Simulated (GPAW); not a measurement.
# Optical response of Al2O3 (Corundum), part 2 of 2

Aim: the dielectric function of Al2O3 (Corundum), and the optical constants that follow from it.

GPAW 26.7.0; DFT, PBE, plane-wave PAW (GPAW data sets), scalar-relativistic, RPA, optical limit.

So far. Step 2 (Ground state): There is a gap, 6.21 eV on this mesh (points off the mesh can give less), so no carriers' term is needed.

## (4) Dielectric function, RPA (continued)

Some rows of df_x.csv (energy; Re and Im without local fields; Re and Im with them):

```text
0.000000, 3.174412, 0.000000, 3.064635, 0.000000
0.429336, 3.177087, 0.001499, 3.067178, 0.001425
0.878195, 3.185664, 0.003098, 3.075333, 0.002946
1.347938, 3.201175, 0.004848, 3.090088, 0.004613
1.840057, 3.225021, 0.006816, 3.112789, 0.006493
2.356191, 3.259142, 0.009106, 3.145312, 0.008686
2.898142, 3.306323, 0.011878, 3.190360, 0.011353
3.467895, 3.370738, 0.015408, 3.252018, 0.014771
4.067647, 3.459081, 0.020224, 3.336894, 0.019476
4.699832, 3.583310, 0.027548, 3.456927, 0.026717
5.367152, 3.769643, 0.041445, 3.638699, 0.040701
6.072622, 4.118292, 0.113546, 3.985656, 0.115291
6.819608, 4.247604, 0.687865, 4.101184, 0.716429
7.611886, 4.463698, 0.967543, 4.286700, 1.010414
8.453705, 5.027688, 1.226042, 4.818514, 1.273875
9.349861, 5.508856, 1.840313, 5.193958, 1.902941
10.305790, 5.538535, 3.247619, 5.027708, 3.248631
11.327680, 3.611297, 5.476871, 3.037817, 5.070388
12.422601, 1.793381, 5.236334, 1.476587, 4.452150
13.598673, 1.379409, 3.572054, 1.182314, 2.870937
```

The Im ε has structure finer than the step of the table below, so its rows give means over 0.5 eV, whole bins alone (the curve runs from 0 to 14.0 eV). Peaks (eV: height): E ∥ x 8.64: 1.70, 11.25: 5.10; E ∥ z 7.85: 1.60, 11.10: 4.62.

Sum at mesh points, not converged in k; values under the direct gap are tails of Lorentzian lines. The Im ε by photon energy; means over each step:

```tsv
photon energy (eV)	E ∥ x	E ∥ z
0.5	0.00166	0.00162
1.0	0.00337	0.00329
1.5	0.00518	0.00506
2.0	0.00715	0.00698
2.5	0.00937	0.00915
3.0	0.0119	0.0117
3.5	0.0150	0.0147
4.0	0.0189	0.0185
4.5	0.0242	0.0237
5.0	0.0320	0.0315
5.5	0.0463	0.0464
6.0	0.111	0.122
6.5	0.363	0.354
7.0	0.559	0.664
7.5	0.951	0.750
8.0	0.831	1.02
8.5	1.38	1.17
9.0	1.24	1.36
9.5	2.10	1.74
10.0	2.83	2.93
10.5	3.64	3.87
11.0	4.84	4.49
11.5	4.84	4.27
12.0	4.32	3.43
12.5	4.17	3.11
13.0	3.49	3.31
13.5	2.97	3.23
```

The reflectivity at normal incidence has structure finer than the step of the table below, so its rows give means over 0.5 eV, whole bins alone (the curve runs from 0 to 14.0 eV). Peaks (eV: height): E ∥ x 8.52: 15.3, 11.33: 24.1, 12.50: 23.9; E ∥ z 6.66: 12.8, 7.79: 14.4, 11.10: 22.4, 13.00: 18.1.

Sum at mesh points, not converged in k. Reflectivity at normal incidence against photon energy; means over each step:

```tsv
photon energy (eV)	E ∥ x (%)	E ∥ z (%)
0.5	7.46	7.34
1.0	7.51	7.39
1.5	7.58	7.46
2.0	7.68	7.56
2.5	7.82	7.70
3.0	8.00	7.87
3.5	8.23	8.10
4.0	8.51	8.37
4.5	8.87	8.72
5.0	9.33	9.17
5.5	9.94	9.79
6.0	10.9	10.7
6.5	12.0	12.0
7.0	12.1	11.6
7.5	13.1	12.8
8.0	12.8	12.3
8.5	14.6	14.3
9.0	14.7	14.3
9.5	17.4	16.6
10.0	18.8	19.4
10.5	20.6	20.6
11.0	23.4	22.0
11.5	23.5	21.4
12.0	21.9	18.2
12.5	22.8	16.3
13.0	20.5	17.4
13.5	17.4	17.2
```

Sum at mesh points, not converged in k; values under the direct gap are tails of Lorentzian lines. Im ε, E ∥ x against photon energy; read off at these points:

```tsv
photon energy (eV)	without local fields	with local fields
0.000	0	0
0.250	8.7e-4	8.3e-4
0.500	0.00175	0.00166
0.750	0.00264	0.00251
1.000	0.00354	0.00337
1.250	0.00447	0.00426
1.500	0.00544	0.00518
1.750	0.00644	0.00614
2.000	0.00750	0.00714
2.250	0.00861	0.00821
2.500	0.00980	0.00935
2.750	0.0111	0.0106
3.000	0.0125	0.0119
3.250	0.0140	0.0134
3.500	0.0156	0.0150
3.750	0.0175	0.0168
4.000	0.0196	0.0189
4.250	0.0220	0.0212
4.500	0.0249	0.0241
4.750	0.0283	0.0275
5.000	0.0326	0.0317
5.250	0.0381	0.0373
5.500	0.0461	0.0454
5.750	0.0593	0.0589
6.000	0.0917	0.0926
6.250	0.214	0.220
6.500	0.271	0.278
6.750	0.677	0.703
7.000	0.467	0.487
7.250	0.603	0.626
7.500	0.937	0.981
7.750	1.02	1.06
8.000	0.690	0.721
8.250	0.912	0.947
8.500	1.37	1.43
8.641	1.62	1.70
8.750	1.34	1.41
9.000	1.01	1.05
9.250	1.65	1.70
9.500	2.07	2.13
9.750	2.37	2.40
10.000	2.83	2.86
10.250	3.17	3.18
10.500	3.60	3.55
10.750	4.59	4.42
11.000	5.06	4.81
11.250	5.49	5.09
11.500	5.32	4.89
11.750	4.88	4.46
12.000	4.80	4.22
12.250	5.20	4.45
12.423	5.24	4.45
12.500	5.06	4.32
12.750	4.34	3.65
13.000	4.29	3.60
13.250	3.75	3.11
13.500	3.66	2.97
13.750	3.65	2.89
```

The loss function −Im 1/ε at q → 0 has structure finer than the step of the table below, so its rows give means over 0.5 eV, whole bins alone (the curve runs from 0 to 14.0 eV). Peaks (eV: height): E ∥ x 13.60: 0.298; E ∥ z 7.91: 0.0879, 12.02: 0.239, 13.60: 0.244.

Sum at mesh points, not converged in k; values under the direct gap are tails of Lorentzian lines. The loss function −Im 1/ε at q → 0 by energy loss; means over each step:

```tsv
energy loss (eV)	E ∥ x	E ∥ z
0.5	1.8e-4	1.8e-4
1.0	3.6e-4	3.5e-4
1.5	5.4e-4	5.4e-4
2.0	7.3e-4	7.3e-4
2.5	9.4e-4	9.4e-4
3.0	0.00116	0.00116
3.5	0.00142	0.00141
4.0	0.00171	0.00171
4.5	0.00207	0.00207
5.0	0.00256	0.00258
5.5	0.00339	0.00347
6.0	0.00704	0.00790
6.5	0.0198	0.0193
7.0	0.0314	0.0397
7.5	0.0480	0.0379
8.0	0.0434	0.0572
8.5	0.0591	0.0502
9.0	0.0513	0.0608
9.5	0.0673	0.0579
10.0	0.0821	0.0792
10.5	0.0945	0.109
11.0	0.121	0.138
11.5	0.161	0.177
12.0	0.186	0.227
12.5	0.219	0.216
13.0	0.264	0.220
13.5	0.292	0.232
```

Optical constants at common wavelengths, from n + ik = √ε:

```tsv
wavelength (nm)	n x	k x	R (%) x	1/α x	n z	k z	R (%) z	1/α z
1064	1.76	0.001	7.5	75 µm	1.75	0.001	7.4	77 µm
800	1.76	0.002	7.6	42 µm	1.75	0.001	7.5	43 µm
633	1.77	0.002	7.7	26 µm	1.76	0.002	7.5	26 µm
405	1.79	0.003	8.0	9.4 µm	1.78	0.003	7.9	9.6 µm
365	1.80	0.004	8.2	7.3 µm	1.79	0.004	8.0	7.4 µm
248	1.88	0.008	9.3	2.3 µm	1.87	0.008	9.2	2.4 µm
193	2.04	0.055	11.8	279 nm	2.03	0.050	11.6	309 nm
```

Below the direct gap, k and the depth come from the tails of the Lorentzian lines, not from transitions.

Rows near the edge hang on the gap, which this functional as a rule makes too small, and phonon-assisted absorption is left out.

## (5) Results

```
electronic dielectric constant ε∞, mean over x, y and z (by symmetry where fewer were run) (RPA) : 3.06
```

In words: At this level (PBE, RPA) Al2O3 has a mean ε∞ = 3.06 and n = 1.75 at 1550 nm (E ∥ x). On the mesh the gap is 6.21 eV and the least direct gap 6.21 eV. Local fields change the static value along x from 3.17 to 3.06 (-3 %). The static values by axis are 3.06 (x), 3.04 (z). Excitons and phonon-assisted transitions are missing; PBE gaps are as a rule too small, which pulls the onset down and ε∞ up. In this version of GPAW the matrix elements of the optical limit are incomplete, which can lower ε − 1 by up to a tenth where first-row anions or d states rule, and shift it by more in d metals. The sum runs over mesh points 0.23 Å⁻¹ apart with no interpolation, so peaks are partly noise of the mesh and static values carry its error.

[Machine, clock and banner lines and Python warnings are left out of the logs.]

[Logs are printed without paths, hosts, clocks, repeated set-up lines and the standing remarks that a program may print on its own settings, such as how far it seeks lower states.]

[Hosts, paths, dates, database ids (printed as entryN), source tags and the programs' standing remarks are cut or masked in the printed files.]
